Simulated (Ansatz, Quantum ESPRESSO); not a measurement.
**CaH2S2 (P-3m1): zone-centre phonons**

Aim: the zone-centre modes of CaH2S2 (P-3m1).

Calculated with Quantum ESPRESSO 7.5; DFT PBE, scalar-relativistic, plane waves, PseudoDojo norm-conserving pseudopotentials.

The structure was built from a prototype and need not be the compound's stable phase.

## (1) Starting point

It takes space group P-3m1 (No. 164, trigonal). Conventional cell: a = 3.838 Å, b = 3.838 Å, c = 5.252 Å, α = 90.00°, β = 90.00°, γ = 120.00°. Ca has 6 S at 2.53 Å nearest. Nearest to H lie 1 S at 1.02 Å. Nearest to S lie 1 H at 1.02 Å and 3 Ca at 2.53 Å. Farther neighbours and most contacts between anions are not listed.

## (2) A first look

A cheap run with smearing and empty bands tells whether the crystal has a gap, which decides between fixed occupations and smearing later on.

Input file probe.in:

```
&control
   calculation = 'scf'
   prefix = 'x'
   outdir = './tmp'
   pseudo_dir = './pseudo'
   tprnfor = .true.
   tstress = .true.
   verbosity = 'high'
/
&system
   ibrav = 0
   nat = 5
   ntyp = 3
   ecutwfc = 72.0
   occupations = 'smearing'
   smearing = 'gaussian'
   degauss = 0.01
/
&electrons
   conv_thr = 1.0d-07
   mixing_beta = 0.7
   electron_maxstep = 100
/
ATOMIC_SPECIES
 Ca     40.0780  Ca.upf
 H       1.0080  H.upf
 S      32.0600  S.upf
CELL_PARAMETERS angstrom
     3.837938470    0.000000000    0.000000000
    -1.918969230    3.323752210    0.000000000
     0.000000000    0.000000000    5.251630000
ATOMIC_POSITIONS crystal
 Ca     0.000000000   0.000000000   0.000000000
 H      0.333333330   0.666666670   0.571500000
 H      0.666666670   0.333333330   0.428500000
 S      0.333333330   0.666666670   0.765900000
 S      0.666666670   0.333333330   0.234100000
K_POINTS automatic
 6 6 4 0 0 0
```

Started as:

```bash
$ OMP_NUM_THREADS=1 mpirun -n 4 pw.x -nk 4 -in probe.in > probe.out
```

Log:

```text
[banners, grids, parts of the stress and lines that vanish by symmetry left out]
Program PWSCF v.7.5
     Message from routine setup:
     using ibrav=0 with symmetry is DISCOURAGED, use correct ibrav instead
[...]
kinetic-energy cutoff     =      72.0000  Ry
     charge density cutoff     =     288.0000  Ry
     scf convergence threshold =      1.0E-07
[...]
Exchange-correlation= PBE
                           (   1   4   3   4   0   0   0)
[...]
12 Sym. Ops., with inversion, found
[...]
(     0          1          0      )
                  (     0          0          1      )
[...]
(  0.0000000  1.0000000  0.0000000 )
                  (  0.0000000  0.0000000  1.0000000 )
[...]
(    -1         -1          0      )
                  (     0          0         -1      )
[...]
( -0.8660254 -0.5000000  0.0000000 )
                  (  0.0000000  0.0000000  1.0000000 )
[...]
number of k points=    24  Gaussian smearing, width (Ry)=  0.0100
[...]
End of self-consistent calculation
[...]
the Fermi energy is     7.2414 ev
!    total energy              =    -123.61900219 Ry
[...]
convergence has been achieved in   7 iterations
[...]
atom    1 type  1   force =     0.00000000    0.00000000    0.00000000
     atom    2 type  2   force =    -0.00000000    0.00000000   -0.79687502
     atom    3 type  2   force =     0.00000000    0.00000000    0.79687502
     atom    4 type  3   force =    -0.00000000   -0.00000000    0.70964355
     atom    5 type  3   force =     0.00000000    0.00000000   -0.70964355
[...]
Total force =     1.509042     Total SCF correction =     0.000822
[...]
total   stress  (Ry/bohr**3)                   (kbar)     P=      570.58
[...]
XML data file, charge density, pseudopotentials, collected wavefunctions

   JOB DONE.
```

Elapsed: 9.2 s, on 4 MPI ranks of Intel Xeon 6975P-C (Granite Rapids), shared host; 34 s of CPU time.

This step gave:

```yaml
volume_per_atom: 13.40 Å³
pressure: 57.06 GPa
gap_on_the_k_mesh: 2.692 eV
```

A gap of 2.7 eV opens on this mesh, so the crystal is taken as an insulator; the start stands at 57 GPa.

## (3) Relaxing the cell and atoms

The relaxation runs at a cutoff a fifth above that of the response, since stress converges more slowly with the basis than frequencies do. Forces and stress are brought to rest with tight thresholds.

relax.in, as its differences from probe.in of step 2:

```diff
@@ -1,3 +1,3 @@
 &control
-   calculation = 'scf'
+   calculation = 'vc-relax'
    prefix = 'x'
@@ -7,3 +7,5 @@
    tstress = .true.
-   verbosity = 'high'
+   forc_conv_thr = 2.0d-05
+   etot_conv_thr = 1.0d-07
+   nstep = 40
 /
@@ -13,11 +15,15 @@
    ntyp = 3
-   ecutwfc = 72.0
-   occupations = 'smearing'
-   smearing = 'gaussian'
-   degauss = 0.01
+   ecutwfc = 86
+   occupations = 'fixed'
+   nbnd = 14
 /
 &electrons
-   conv_thr = 1.0d-07
+   conv_thr = 1.0d-11
    mixing_beta = 0.7
    electron_maxstep = 100
+/
+&ions
+/
+&cell
+   press_conv_thr = 0.2
 /
```

Started as:

```bash
$ OMP_NUM_THREADS=1 mpirun -n 4 pw.x -nk 4 -in relax.in > relax.out
```

Log:

```text
[banners, grids, parts of the stress and lines that vanish by symmetry left out]
[banner, memory and clock lines left out]
Program PWSCF v.7.5

[...]
kinetic-energy cutoff     =      86.0000  Ry
     charge density cutoff     =     344.0000  Ry
     scf convergence threshold =      1.0E-11
[...]
energy convergence thresh.=      1.0E-07
     force convergence thresh. =      2.0E-05
     press convergence thresh. =      2.0E-01
     Exchange-correlation= PBE
                           (   1   4   3   4   0   0   0)
[...]
12 Sym. Ops., with inversion, found
[...]
number of k points=    24
[...]
End of self-consistent calculation
[...]
highest occupied, lowest unoccupied level (ev):     6.0392    8.7319
!    total energy              =    -123.61910115 Ry
[...]
convergence has been achieved in  13 iterations
[...]
atom    1 type  1   force =     0.00000000    0.00000000    0.00000000
     atom    2 type  2   force =    -0.00000000   -0.00000000   -0.79677108
     atom    3 type  2   force =    -0.00000000   -0.00000000    0.79677108
     atom    4 type  3   force =     0.00000000    0.00000000    0.70950472
     atom    5 type  3   force =     0.00000000    0.00000000   -0.70950472
     Total force =     1.508802     Total SCF correction =     0.000002
[...]
total   stress  (Ry/bohr**3)                   (kbar)     P=      570.72
[...]
number of bfgs steps    =   0
[...]
CELL_PARAMETERS (angstrom)
[...]
ATOMIC_POSITIONS (crystal)
Ca               0.0000000000        0.0000000000        0.0000000000
H                0.3333333300        0.6666666700        0.5250695728
H                0.6666666700        0.3333333300        0.4749304272
S                0.3333333300        0.6666666700        0.8072451341
[...]
New effective cutoffs (rho, wfc):  326.80   81.73
[...]
End of self-consistent calculation
[...]
highest occupied, lowest unoccupied level (ev):     4.5715    6.8851
!    total energy              =    -123.90492497 Ry
[...]
convergence has been achieved in  12 iterations
[...]
atom    1 type  1   force =     0.00000000    0.00000000    0.00000000
     atom    2 type  2   force =    -0.00000000    0.00000000    0.12574100
     atom    3 type  2   force =     0.00000000    0.00000000   -0.12574100
     atom    4 type  3   force =     0.00000000    0.00000000   -0.22555324
     atom    5 type  3   force =    -0.00000000    0.00000000    0.22555324
     Total force =     0.365199     Total SCF correction =     0.000002
[...]
total   stress  (Ry/bohr**3)                   (kbar)     P=      104.83
[...]
number of bfgs steps    =   1
[...]
CELL_PARAMETERS (angstrom)
[...]
ATOMIC_POSITIONS (crystal)
[...]
New effective cutoffs (rho, wfc):  303.77   75.98
[...]
End of self-consistent calculation
[...]
highest occupied, lowest unoccupied level (ev):     3.7154    6.6436
!    total energy              =    -124.01990000 Ry
[...]
convergence has been achieved in  10 iterations
[...]
atom    1 type  1   force =    -0.00000000   -0.00000000    0.00000000
     atom    2 type  2   force =    -0.00000000   -0.00000000    0.11028662
     atom    3 type  2   force =    -0.00000000    0.00000000   -0.11028662
     atom    4 type  3   force =     0.00000000    0.00000000   -0.16041415
[...]
atom    5 type  3   force =    -0.00000000   -0.00000000    0.00021104
     Total force =     0.000475     Total SCF correction =     0.000001
[...]
total   stress  (Ry/bohr**3)                   (kbar)     P=        1.27
[...]
number of bfgs steps    =  20
[...]
highest occupied, lowest unoccupied level (ev):     1.9462    5.5688
!    total energy              =    -124.10838915 Ry
[...]
convergence has been achieved in   9 iterations
[...]
atom    1 type  1   force =     0.00000000    0.00000000    0.00000000
     atom    2 type  2   force =     0.00000000    0.00000000    0.00001054
[...]
Total force =     0.000379     Total SCF correction =     0.000001
[...]
total   stress  (Ry/bohr**3)                   (kbar)     P=        0.52
[...]
number of bfgs steps    =  21
[...]
highest occupied, lowest unoccupied level (ev):     1.9331    5.5582
!    total energy              =    -124.10839156 Ry
[...]
convergence has been achieved in   7 iterations
[...]
Total force =     0.000395     Total SCF correction =     0.000002
[...]
total   stress  (Ry/bohr**3)                   (kbar)     P=        0.06
[...]
number of bfgs steps    =  22
[...]
New effective cutoffs (rho, wfc):  261.21   65.35
[...]
highest occupied, lowest unoccupied level (ev):     1.9336    5.5580
!    total energy              =    -124.10839193 Ry
[...]
convergence has been achieved in   7 iterations
[...]
Total force =     0.000190     Total SCF correction =     0.000002
[...]
total   stress  (Ry/bohr**3)                   (kbar)     P=       -0.02
[...]
number of bfgs steps    =  23
[...]
CELL_PARAMETERS (angstrom)
[...]
ATOMIC_POSITIONS (crystal)
[...]
New effective cutoffs (rho, wfc):  261.19   65.35
[...]
End of self-consistent calculation
[...]
highest occupied, lowest unoccupied level (ev):     1.9359    5.5594
!    total energy              =    -124.10839199 Ry
[...]
convergence has been achieved in   8 iterations
[...]
Total force =     0.000024     Total SCF correction =     0.000001
[...]
total   stress  (Ry/bohr**3)                   (kbar)     P=       -0.01
[...]
bfgs converged in  25 scf cycles and  24 bfgs steps
[...]
End of BFGS Geometry Optimization
     Final enthalpy           =    -124.1083919915 Ry
     File ./tmp/x.bfgs deleted, as requested
[...]
CELL_PARAMETERS (angstrom)
[...]
ATOMIC_POSITIONS (crystal)
[...]
S                0.3333333300        0.6666666700        0.7862096962
S                0.6666666700        0.3333333300        0.2137903038
[...]
Final scf calculation at the relaxed structure.
[...]
kinetic-energy cutoff     =      86.0000  Ry
     charge density cutoff     =     344.0000  Ry
     scf convergence threshold =      3.7E-13
[...]
press convergence thresh. =      2.0E-01
     Exchange-correlation= PBE
                           (   1   4   3   4   0   0   0)
[...]
12 Sym. Ops., with inversion, found
[...]
number of k points=    24
[...]
c_bands:  1 eigenvalues not converged
[...]
c_bands:  2 eigenvalues not converged
     c_bands:  2 eigenvalues not converged
[...]
End of self-consistent calculation
[...]
highest occupied, lowest unoccupied level (ev):     1.9358    5.5592
!    total energy              =    -124.10865883 Ry
[...]
convergence has been achieved in  14 iterations
[...]
atom    4 type  3   force =    -0.00000000   -0.00000000   -0.00008970
     atom    5 type  3   force =     0.00000000    0.00000000    0.00008970
     Total force =     0.000177     Total SCF correction =     0.000000
[...]
total   stress  (Ry/bohr**3)                   (kbar)     P=        0.43
[...]
XML data file, charge density, pseudopotentials, collected wavefunctions
```

It took 5.3 min on 4 MPI ranks; 21 min of CPU time.

Step by step (22 of 26):

```csv
step,energy less that of the first step (eV),largest force (eV/Å),volume (Å³)
1,0.0000,20.4858,66.99
2,-3.8888,5.7992,78.71
3,-5.4531,4.1244,84.99
5,-6.5900,0.9236,93.83
6,-6.6194,0.1613,94.26
7,-6.6299,0.0768,95.63
8,-6.6360,0.1323,97.02
9,-6.6395,0.1338,98.37
11,-6.6453,0.0874,99.88
12,-6.6476,0.0544,100.07
13,-6.6485,0.0242,99.82
14,-6.6490,0.0302,99.61
15,-6.6495,0.0359,99.51
16,-6.6501,0.0414,99.52
18,-6.6523,0.0538,99.95
19,-6.6539,0.0509,100.50
20,-6.6557,0.0359,101.46
21,-6.6570,0.0067,103.02
22,-6.6571,0.0069,103.49
24,-6.6571,0.0027,103.67
25,-6.6571,0.0003,103.64
26,-6.6608,0.0023,103.64
```

```
     cell as run  before  after   change
           a (Å)   3.838  4.402  +14.7 %
           b (Å)   3.838  4.402  +14.7 %
           c (Å)   5.252  6.175  +17.6 %
volume (Å³/atom)   13.40  20.73  +54.7 %
```

The atoms that moved most (Å, as changes of fractional coordinates times the final cell):

| atom | dx | dy | dz | length |
| --- | --- | --- | --- | --- |
| S5 | 0.000 | 0.000 | -0.125 | 0.125 |
| S4 | 0.000 | 0.000 | 0.125 | 0.125 |
| H3 | 0.000 | 0.000 | 0.025 | 0.025 |
| H2 | 0.000 | 0.000 | -0.025 | 0.025 |

The last row of the table of steps is pw.x's closing run on a basis chosen anew for the final cell, so its energy can jump.

This step gave:

- volume per atom: 20.73 Å³
- pressure: 0.04300 GPa
- gap on the k-mesh: 3.623 eV

The volume changes by +54.7 % from the cell with which this run began.

## (4) Ground state

Perturbation theory inherits every error of the wavefunctions, so the threshold is set near the limit of the arithmetic. With a gap, occupations are fixed, which also allows the response to an electric field.

Input file scf.in:

```
&control
   calculation = 'scf'
   prefix = 'x'
   outdir = './tmp'
   pseudo_dir = './pseudo'
   tprnfor = .true.
   tstress = .true.
/
&system
   ibrav = 0
   nat = 5
   ntyp = 3
   ecutwfc = 72.0
   occupations = 'fixed'
   nbnd = 14
/
&electrons
   conv_thr = 1.0d-12
   mixing_beta = 0.7
   electron_maxstep = 100
/
ATOMIC_SPECIES
 Ca     40.0780  Ca.upf
 H       1.0080  H.upf
 S      32.0600  S.upf
CELL_PARAMETERS angstrom
     4.402097882    0.000000000    0.000000000
    -2.201048938    3.812328598    0.000000000
     0.000000000    0.000000000    6.175351670
ATOMIC_POSITIONS crystal
 Ca     0.000000000   0.000000000   0.000000000
 H      0.333333333   0.666666667   0.567518866
 H      0.666666667   0.333333333   0.432481134
 S      0.333333333   0.666666667   0.786209696
 S      0.666666667   0.333333333   0.213790304
K_POINTS automatic
 6 6 4 0 0 0
```

Started as:

```bash
$ OMP_NUM_THREADS=1 mpirun -n 4 pw.x -nk 4 -in scf.in > scf.out
```

Log:

```text
[banners, grids, parts of the stress and lines that vanish by symmetry left out]
[banner, memory and clock lines left out]
Program PWSCF v.7.5

[...]
kinetic-energy cutoff     =      72.0000  Ry
     charge density cutoff     =     288.0000  Ry
     scf convergence threshold =      1.0E-12
[...]
Exchange-correlation= PBE
                           (   1   4   3   4   0   0   0)
[...]
12 Sym. Ops., with inversion, found
[...]
number of k points=    24
[...]
End of self-consistent calculation
[...]
highest occupied, lowest unoccupied level (ev):     1.9358    5.5593
!    total energy              =    -124.10860367 Ry
[...]
convergence has been achieved in  14 iterations
[...]
atom    1 type  1   force =    -0.00000000    0.00000000    0.00000000
     atom    2 type  2   force =     0.00000000    0.00000000    0.00006485
     atom    3 type  2   force =     0.00000000    0.00000000   -0.00006485
     atom    4 type  3   force =     0.00000000    0.00000000   -0.00006703
     atom    5 type  3   force =    -0.00000000    0.00000000    0.00006703
     Total force =     0.000132     Total SCF correction =     0.000002
[...]
total   stress  (Ry/bohr**3)                   (kbar)     P=        0.35
[...]
XML data file, charge density, pseudopotentials, collected wavefunctions
```

It took 21 s on 4 MPI ranks; 84 s of CPU time.

Read from the output:

```yaml
pressure: 0.03500 GPa
gap_on_the_k_mesh: 3.624 eV
```

The cell stands at 0.035 GPa, close enough for phonons.

[end of part 1 of 3]

[Host names and launcher messages were left out of these logs when they were recorded.]

[Logs are printed without paths, hosts, clocks, repeated set-up lines and the standing remarks that a program may print on its own settings, such as how far it seeks lower states.]

[Hosts, paths, dates, database ids (printed as entryN), source tags and the programs' standing remarks are cut or masked in the printed files.]
